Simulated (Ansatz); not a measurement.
# AlOs (Pm-3m): phonons and vibrational spectra, part 2 of 2

Task: relax AlOs (Pm-3m), then find its harmonic phonons.

Ansatz 0.2.0; DFT PBEsol, scalar-relativistic, plane waves, PAW.

So far. Step 3 (Tight relaxation): The forces vanish by symmetry and the pressure is 0.000 GPa, within the tolerances set. The cell now holds 13.40 Å³/atom. The relaxed cell has a = 2.992 Å (conventional setting).

**4. Zone-centre response**

The zone centre comes first: it holds the modes that light can see, as far as symmetry allows. No field response is asked, since the mesh shows no gap.

input.yaml

```yaml
crystal:
  lattice:
    - [2.992370771, 0.0, 0.0]
    - [0.0, 2.992370771, 0.0]
    - [0.0, 0.0, 2.992370771]
  atoms:
    - { symbol: Al, position: [0.0, 0.0, 0.0] }
    - { symbol: Os, position: [0.5, 0.5, 0.5] }
kpoints:
  mp_grid: { grid: [12, 12, 12] }
hamiltonian:
  xc: pbesol
scf:
  occupations: { method: methfessel_paxton, width: 0.15 }
output:
  eigenvalues: true
phonons:
  method: dfpt
```

Run with:

```sh
ansatz run input.yaml --threads 4 --pin off --max-ram 7168MiB --backend cpu --events-out ev --progress --plain --runs-dir out
```

Numbers of over 12 decimals in the logs are rounded to 6 here.

Output:

```text
[...]
Crystal: 2 atoms, lattice volume = 26.795 Å³
Basis set: ecut = 420 eV, 515 PW (Γ), exchange–correlation on 48×48×48 points (8 copies of the dense FFT grid, shifted against one another)
Bands: 14, of which v1, the nominal top of the filled ones, is band 10 counted from 1 (9 counted from 0)
Symmetry: 48 space group operations
k-points: 196 of 1728 (irreducible under 8 space group operations, time reversal used)
[...]
SCF iter   1: F=—  HF=-11776.326792 eV  |F-HF|=—  |Δ(HF+E_count)|=         —  Δρ=5.81e-3  dr2=5.87e-3  ethr=1.77e-3  ⟨swp⟩=4.3  Hψ=12754  notcnv=0
[...]
SCF iter   6: F=-11776.325661 eV  HF=-11776.325661 eV  |F-HF|=0.00e0  |Δ(HF+E_count)|=  4.33e-10  S|Δr|=    0.00e0  Δρ=2.21e-7  dr2=8.46e-12  ethr=1.00e-12  ⟨swp⟩=4.4  Hψ=13344  notcnv=0
SCF 1 converged in 6 iterations: F = -11776.325661 eV  dr2 = 8.46e-12
[...]
DFPT response loops at Γ: preconditioner auto → Kerker (q_TF=auto, 2.576 Å⁻¹) (partly filled bands, converged f_vac=0.000); β = 1.00, the filter's whole step (`scf.mixing.beta` (0.50) is not read by the response loops under this deck's `scf.mixing.preconditioner`; to damp them name `kerker` or `kerker_dos`, under which they read `scf.mixing.beta`, and type it under 1.00, their step now; both keys bind the ground state too); Broyden in place of MSR1
SCF converged after 6 iterations
[...]
Free energy (F): -11776.325661 eV
[...]
Internal energy: -11776.324965 eV  (E = F + TS)
E sigma→0 (E₀):  -11776.325487 eV
Entropy (-TS):   -0.000696 eV (-0.348 meV/atom)
Fermi energy:    17.584476 eV
[...]
--- Band table (eV; the first three rows and the last of 196) ---
  k-point 0: bands = [... 6 lower, 13.3549, 18.0064, 18.0064, 18.0064, 23.1600, 23.1600, 23.1600, 29.0945]
  k-point 1: bands = [... 6 lower, 13.4112, 17.7744, 17.7744, 18.0284, 22.5614, 23.4858, 23.4858, 28.6326]
  k-point 2: bands = [... 6 lower, 13.5550, 17.2394, 17.2394, 18.0893, 21.3926, 24.2993, 24.2993, 27.5793]
  k-point 195: bands = [... 6 lower, 12.3052, 19.7845, 19.9156, 19.9156, 21.0910, 21.0910, 21.0910, 26.2738]
--- Phonons (Γ-DFPT): 2 representative perturbations + reference, on 196 of 1728 k-points (Σ response iterations 6) ---
  k mesh reduced under 8 symmetry operations, with k and −k counted as one. Each operation leaves every solved perturbation unchanged. A smaller set is not used because it would not reduce the number of displacements times k-points to solve
  ASR residual: 1.048e-4 → 0.000e0 eV/Å²; symmetrization residual: 6.640e-7 eV/Å²
  ASR residual per site (eV/Å²): 3.56e-5 1.05e-4
  Γ frequencies (cm⁻¹): 0.00 0.00 0.00 327.66 327.66 327.66
  non-analytic LO–TO correction: not included (Born effective charges unavailable; polar crystals: no LO–TO splitting at Γ)
```

Run time: 4.3 s. Hardware: 4 threads of Arm Neoverse V2, shared host; peak memory 0.48 GiB.

This step gave:

```
sum-rule residual before enforcement                    : 1.05e-4 eV/Å²
point group                                             : m-3m
highest optical mode at the zone centre (no LO-TO term) : 327.7 cm⁻¹
lowest optical zone-centre mode                         : 327.7 cm⁻¹
```

Patterns of degenerate modes are one choice out of their space. Modes at Γ, with each element's share of the kinetic energy:

```
mode  frequency (cm⁻¹)  symmetry  Al %  Os %
   1               0.0  acoustic    12    88
   2               0.0  acoustic    12    88
   3               0.0  acoustic    12    88
   4             327.7       T1u    88    12
   5             327.7       T1u    88    12
   6             327.7       T1u    88    12
```

Displacements in mode 4 (327.7 cm⁻¹), the largest set to 1:
```
Al1  0.00  0.00  1.00
Os2  0.00  0.00 -0.14
```

Before it was imposed, the acoustic sum rule was missed by 1.0e-4 eV/Å². Small misses are needed for a sound result but don't prove that mesh and cutoff are converged. The lowest optical mode is real, 328 cm⁻¹.

**5. The dispersion**

Stability and thermal properties need the whole zone. Linear response on a 4×4×4 q mesh gives force constants as far as a supercell of that size would.

input.yaml: that of step 4 with these lines changed.

```diff
@@ -18 +18,8 @@
   method: dfpt
+  qmesh: [4, 4, 4]
+  temperatures: { t_max: 1000, t_step: 50 }
+  qpath:
+    path:
+      - [[0.0, 0.0, 0.0], [0.0, 0.5, 0.0], [0.5, 0.5, 0.0], [0.0, 0.0, 0.0], [0.5, 0.5, 0.5], [0.0, 0.5, 0.0]]
+      - [[0.5, 0.5, 0.5], [0.5, 0.5, 0.0]]
+    npoints: 10
```

Output:

```text
[...]
Crystal: 2 atoms, lattice volume = 26.795 Å³
Basis set: ecut = 420 eV, 515 PW (Γ), exchange–correlation on 48×48×48 points (8 copies of the dense FFT grid, shifted against one another)
Bands: 14, of which v1, the nominal top of the filled ones, is band 10 counted from 1 (9 counted from 0)
Symmetry: 48 space group operations
k-points: 84 of 1728
[...]
SCF iter   1: F=—  HF=-11776.326792 eV  |F-HF|=—  |Δ(HF+E_count)|=         —  Δρ=5.81e-3  dr2=5.87e-3  ethr=1.77e-3  ⟨swp⟩=4.3  Hψ=5495  notcnv=0
[...]
SCF iter   6: F=-11776.325661 eV  HF=-11776.325661 eV  |F-HF|=0.00e0  |Δ(HF+E_count)|=  6.20e-10  S|Δr|=    0.00e0  Δρ=1.97e-7  dr2=2.85e-12  ethr=1.00e-12  ⟨swp⟩=4.5  Hψ=5778  notcnv=0
SCF 1 converged in 6 iterations: F = -11776.325661 eV  dr2 = 2.85e-12
[...]
phonons: the bands overlap, so this run is a metal and interpolates without the dipole-dipole term. If the crystal is really an insulator or semiconductor, its LO-TO splitting is missing
NSCF: frozen V_eff on 84 k-points
[...]
DFPT response loops at q = (0, 0, 0) (fractional): preconditioner auto → Kerker (q_TF=auto, 2.576 Å⁻¹) (partly filled bands, converged f_vac=0.000); β = 1.00, the filter's whole step (`scf.mixing.beta` (0.50) is not read by the response loops under this deck's `scf.mixing.preconditioner`; to damp them name `kerker` or `kerker_dos`, under which they read `scf.mixing.beta`, and type it under 1.00, their step now; both keys bind the ground state too); Broyden in place of MSR1
[...]
SCF converged after 6 iterations
[...]
Free energy (F): -11776.325661 eV
[...]
Internal energy: -11776.324965 eV  (E = F + TS)
E sigma→0 (E₀):  -11776.325487 eV
Entropy (-TS):   -0.000696 eV (-0.348 meV/atom)
Fermi energy:    17.584475 eV
[...]
--- Band table (eV; the first three rows and the last of 84) ---
  k-point 0: bands = [... 6 lower, 13.3549, 18.0064, 18.0064, 18.0064, 23.1600, 23.1600, 23.1600, 29.0945]
  k-point 1: bands = [... 6 lower, 13.4112, 17.7744, 17.7744, 18.0284, 22.5614, 23.4858, 23.4858, 28.6326]
  k-point 2: bands = [... 6 lower, 13.5550, 17.2394, 17.2394, 18.0893, 21.3926, 24.2993, 24.2993, 27.5793]
  k-point 83: bands = [... 6 lower, 12.3052, 19.7845, 19.9156, 19.9156, 21.0910, 21.0910, 21.0910, 26.2738]
--- Phonons (Γ-DFPT): 2 representative perturbations + reference (Σ response iterations 6) ---
  ASR residual: 3.505e-5 → 0.000e0 eV/Å²; symmetrization residual: 2.448e-7 eV/Å²
  ASR residual per site (eV/Å²): 3.50e-5 7.60e-6
  Γ frequencies (cm⁻¹): 0.00 0.00 0.00 327.66 327.66 327.66
--- Phonons (arbitrary-q DFPT): 10 irreducible q on the 4×4×4 mesh ---
  q = [0.0000, 0.0000, 0.0000] (star 1, of the zone-centre solve; hermiticity 5.25e-8, symmetrization 1.56e-13): -0.00 -0.00 0.00 327.66 327.66 327.66
  q = [0.0000, 0.0000, 0.2500] (star 6, 4 solved perturbations in 1848 linear systems a pass and spin channel, the states on 588 of 1728 k-point pairs; hermiticity 7.68e-7, symmetrization 7.55e-14): 92.64 92.64 118.71 322.46 322.46 344.83
[...]
q = [0.0000, 0.2500, -0.5000] (star 12, 6 solved perturbations on 588 of 1728 k-point pairs; hermiticity 4.26e-8, symmetrization 4.19e-15): 107.32 126.49 149.14 309.83 340.88 365.73
[...]
sum rule: each row above includes the acoustic sum rule's correction from the zone centre's row sums; it moved no ω² by more than (0.59 cm⁻¹)²
  mesh force constants: q→R imaginary residual 2.98e-18; ASR residual 3.505e-5 → 0.000e0 eV/Å²; symmetrization residual 5.329e-15 eV/Å²
  interpolated dispersion: 62 rows × 6 modes
  density of states and harmonic sums: on the 24×24×24 q-mesh, interpolated from the force constants of a 4×4×4 supercell (no non-analytic term)
  largest difference from the sums on the solved wave vectors: F 1.20e-2 eV, S 1.60e-5 and C_V 4.02e-6 eV/K
  zero-point energy: 0.085602 eV/cell   skipped modes (ω ≤ 0): 3   left out of the sums: 3.62e-5 of the cell's modes: C_V's classical limit lies that fraction below 3 k_B per atom; for a crystal, a wire or a layer, F and S can be off by more, and a phonons.interpolated_qmesh denser along its periods is the remedy for the sampling
```

Wall time 2 min (4 threads); peak memory 1.1 GiB; 7.6 min of CPU time.

Numbers from this step:

```
sum-rule residual before enforcement                       : 3.50e-5 eV/Å²
lowest frequency on the path                               : 0 cm⁻¹
highest frequency on the path or at a solved wavevector    : 370.4 cm⁻¹
mean frequency                                             : 230.1 cm⁻¹
Debye temperature (second moment)                          : 476 K
logarithmic mean frequency                                 : 199.1 cm⁻¹
lowest mode on the q mesh (acoustic modes at Γ apart)      : 66.58 cm⁻¹
zero-point energy per atom                                 : 42.8 meV
heat capacity at 300 K                                     : 22.15 J/(mol atoms K)
vibrational entropy at 300 K                               : 27.57 J/(mol atoms K)
edges of the widest gap between branches, on path and mesh : 167.7, 301.6 cm⁻¹
```

Frequencies (cm⁻¹) solved at each irreducible wavevector; negative means imaginary. Frequencies by wavevector, by row:

```
q in reciprocal lattice units  star  mode 1  mode 2  mode 3  mode 4  mode 5  mode 6
                        0 0 0     1       0       0       0   327.7   327.7   327.7
                     0 0 0.25     6    92.6    92.6   118.7   322.5   322.5   344.8
                     0 0 -0.5     3   135.1   135.1   160.4   314.4   314.4   363.9
                  0 0.25 0.25    12    66.6   120.5   140.6   317.3   342.2   342.8
                  0 0.25 -0.5    12   107.3   126.5   149.1   309.8   340.9   365.7
                  0 -0.5 -0.5     3    78.8    78.8   167.7   301.6   362.8   362.8
               0.25 0.25 0.25     8   108.9   108.9   141.7   339.2   339.2   340.3
               0.25 0.25 -0.5    12   119.9   123.5   140.4   336.6   337.7   363.3
               0.25 -0.5 -0.5     6   122.4   122.4   155.7     336   363.4   363.4
               -0.5 -0.5 -0.5     1   161.1   161.1   161.1   370.4   370.4   370.4
```

Interpolated from a 4×4×4 q mesh. Phonon branches along the path, in cm⁻¹:

```csv
point,branch 1,branch 2,branch 3,branch 4,branch 5,branch 6
Γ,0,0,0,328,328,328
halfway,93,93,119,322,322,345
X,135,135,160,314,314,364
halfway,107,126,149,310,341,366
M,79,79,168,302,363,363
halfway,67,120,141,317,342,343
Γ,0,0,0,328,328,328
halfway,109,109,142,339,339,340
R,161,161,161,370,370,370
halfway,120,124,140,337,338,363
X,135,135,160,314,314,364
jump to R,161,161,161,370,370,370
halfway,122,122,156,336,363,363
M,79,79,168,302,363,363
```

The phonon branches as a text plot (rows in cm⁻¹):

```
    363 |     *************                 *********************
    347 |   **      **    ****          ****      **        *
    332 |***      **          ***********           ***      *
    316 |   ********      ******                      ****    *
    301 |           ******                                     **
    286 |
    270 |
    255 |
    239 |
    224 |
    208 |
    193 |
    177 |
    162 |      ***  ******                   *****      *********
    147 |     *   **      *  *         **   *    ****  *   *
    131 |    * *** *      *** *      **  ***      ********  *
    116 |   * *   ***        * *        *           **       *
    100 |    *      **   *    *     *                         *
     85 |  **        ******    **      *                       **
     69 |                  ***       **
     54 | **                  ***  **
     39 | *                     **
     23 |*                       * *
      8 |                         *
         Γ      X      M          Γ            R        X|R     M
```

Tetrahedra on a 24×24×24 mesh, mean over bins of 5 cm-1. Interpolated from a 4×4×4 q mesh. Table of phonon density of states by wavenumber; read off at these points:

```
wavenumber (cm⁻¹)  phonon density of states (1/cm⁻¹/cell)
                2                                       0
               18                                  2.2e-4
               28                                  6.1e-4
               42                                 0.00173
               52                                 0.00298
               68                                 0.00629
               78                                  0.0110
               92                                  0.0228
              102                                  0.0269
              118                                  0.0366
              132                                  0.0450
              142                                  0.0692
              158                                  0.0172
              168                                 0.00123
              182                                       0
              192                                       0
              208                                       0
              218                                       0
              232                                       0
              242                                       0
              258                                       0
              272                                       0
              282                                       0
              298                                       0
              308                                  0.0123
              322                                  0.0571
              328                                  0.0594
              332                                  0.0455
              348                                  0.0416
              358                                  0.0597
              362                                   0.100
              372                                  3.0e-5
```

Phonopy on the run's constants, 19x19x19 mesh, Gaussian sigma 2.9 cm-1. Interpolated from a 4×4×4 q mesh. Partial phonon density of states against wavenumber; read off at these points; values in 1/cm⁻¹/cell:

```csv
wavenumber (cm⁻¹),Al,Os
-10.0,0,0
0.0,1.0e-5,5.0e-5
10.0,0,0
20.0,5.8e-5,3.9e-4
30.0,9.8e-5,6.9e-4
40.0,1.6e-4,0.00119
50.0,3.2e-4,0.00252
60.0,4.5e-4,0.00368
70.0,8.4e-4,0.00711
80.0,0.00179,0.0143
90.0,0.00229,0.0194
100.0,0.00247,0.0237
110.0,0.00254,0.0290
120.0,0.00243,0.0347
130.0,0.00213,0.0446
140.0,0.00127,0.0556
150.0,3.8e-4,0.0339
160.0,3.7e-5,0.0122
170.0,0,7.3e-4
180.0,0,0
190.0,0,0
200.0,0,0
210.0,0,0
220.0,0,0
230.0,0,0
240.0,0,0
250.0,0,0
260.0,0,0
270.0,0,0
280.0,0,0
290.0,0,0
300.0,0.00145,0
310.0,0.0203,1.8e-4
320.0,0.0514,0.00205
325.2,0.0544,0.0034
330.0,0.0490,0.00320
340.0,0.0399,0.00264
350.0,0.0428,0.00306
360.0,0.0705,0.00562
370.0,0.00906,4.5e-4
380.0,2.4e-6,0
```

Second derivatives of the energy by pair, one row for each kind of neighbour of each atom listed. Each entry sums the pair over the periodic images of the supercell that the q mesh stands for, and in a polar crystal it holds the long-range dipole part too. Force constants by pair, by row:

```csv
atom,neighbour,distance (Å),third of the trace (eV/Å²),along the pair's line (eV/Å²)
Al1,itself,0,10.9,–
Al1,Os,2.591,-1.104,-3.936
Al1,Al,2.992,-0.2123,-0.689
Al1,Al,4.232,0.0343,-0.0239
Al1,Os,4.962,-0.0135,-0.0406
Al1,Al,5.183,-0.0853,-0.2284
Al1,Al,5.985,0.0162,0.0275
Al1,Os,6.522,-0.0089,-0.0106
Al1,Al,6.691,-0.0145,-0.011
Os2,itself,0,14.86,–
Os2,Al,2.591,-1.104,-3.936
Os2,Os,2.992,-0.692,-1.03
Os2,Os,4.232,-0.1686,-0.6046
Os2,Al,4.962,-0.0135,-0.0406
Os2,Os,5.183,0.0186,0.0965
Os2,Os,5.985,0.1966,0.5333
Os2,Al,6.522,-0.0089,-0.0106
Os2,Os,6.691,-0.0116,-0.0031
```

Harmonic thermodynamic functions per atom, from the density of states. Interpolated from a 4×4×4 q mesh. Thermodynamic functions, by row:

| T (K) | F_vib (meV/atom) | S (J/mol-atom/K) | C_V (J/mol-atom/K) |
| --- | --- | --- | --- |
| 0 | 42.8 | 0 | 0 |
| 50 | 42.5 | 2.214 | 5.228 |
| 100 | 39.86 | 8.065 | 12.02 |
| 200 | 25.58 | 19.09 | 19.44 |
| 300 | 1.2 | 27.57 | 22.15 |
| 400 | -30.9 | 34.12 | 23.29 |
| 500 | -69.08 | 39.38 | 23.86 |
| 600 | -112.2 | 43.77 | 24.18 |
| 700 | -159.6 | 47.51 | 24.38 |
| 800 | -210.6 | 50.77 | 24.51 |
| 900 | -264.7 | 53.67 | 24.6 |
| 1000 | -321.7 | 56.26 | 24.66 |

Harmonic mean-square displacement, third of the trace. Interpolated from a 4×4×4 q mesh. Mean square displacements, by row:

```csv
T (K),Al1 U_eq (Å²),Os2 U_eq (Å²)
0,0.00211,7.50e-4
100,0.00246,0.00122
300,0.00445,0.00315
600,0.00819,0.00619
```

Symmetry leaves 10 wavevectors to solve. The lowest mode among them, the acoustic zeros apart, lies at q = (0, 0.25, 0.25) and is real, 66.6 cm⁻¹.

**6. What came out**

```
space group after relaxation (within 0.01 Å)            : Pm-3m
volume per atom                                         : 13.4 Å³
electronic character                                    : no gap on this mesh
highest optical mode at the zone centre (no LO-TO term) : 328 cm⁻¹
lowest optical zone-centre mode                         : 328 cm⁻¹
lowest mode on the q mesh (acoustic modes at Γ apart)   : 66.6 cm⁻¹
highest frequency on the path or at a solved wavevector : 370 cm⁻¹
zero-point energy per atom                              : 42.8 meV
heat capacity at 300 K                                  : 22.2 J/(mol atoms K)
vibrational entropy at 300 K                            : 27.6 J/(mol atoms K)
Debye temperature (second moment)                       : 476 K
imaginary modes on the 4×4×4 q mesh                     : none
```

What this shows: The structure is a minimum as far as tested: no mode is imaginary at the 10 irreducible wavevectors of the 4×4×4 mesh, and the softest away from the acoustic zeros lies at 67 cm⁻¹. The optical modes at Γ form one degenerate level at 328 cm⁻¹. The highest mode in this list at Γ, 327.7 cm⁻¹, is mostly motion of Al (88 % of the kinetic energy). On the path and the mesh, the widest gap between branches runs from 168 to 302 cm⁻¹. With no gap, or one that is small against the smearing, the frequencies hang on the k mesh and the smearing, most of all near Kohn anomalies. The phonon runs are without spin polarisation, although the cell has an odd electron count. Spin-orbit coupling is left out, which can matter for the heavy elements here. These are harmonic frequencies at zero temperature: anharmonic shifts, linewidths and thermal expansion are left out.

[Logs are printed without paths, hosts, clocks, repeated set-up lines and the standing remarks that a program may print on its own settings, such as how far it seeks lower states.]

[Hosts, paths, dates, database ids (printed as entryN), source tags and the programs' standing remarks are cut or masked in the printed files.]
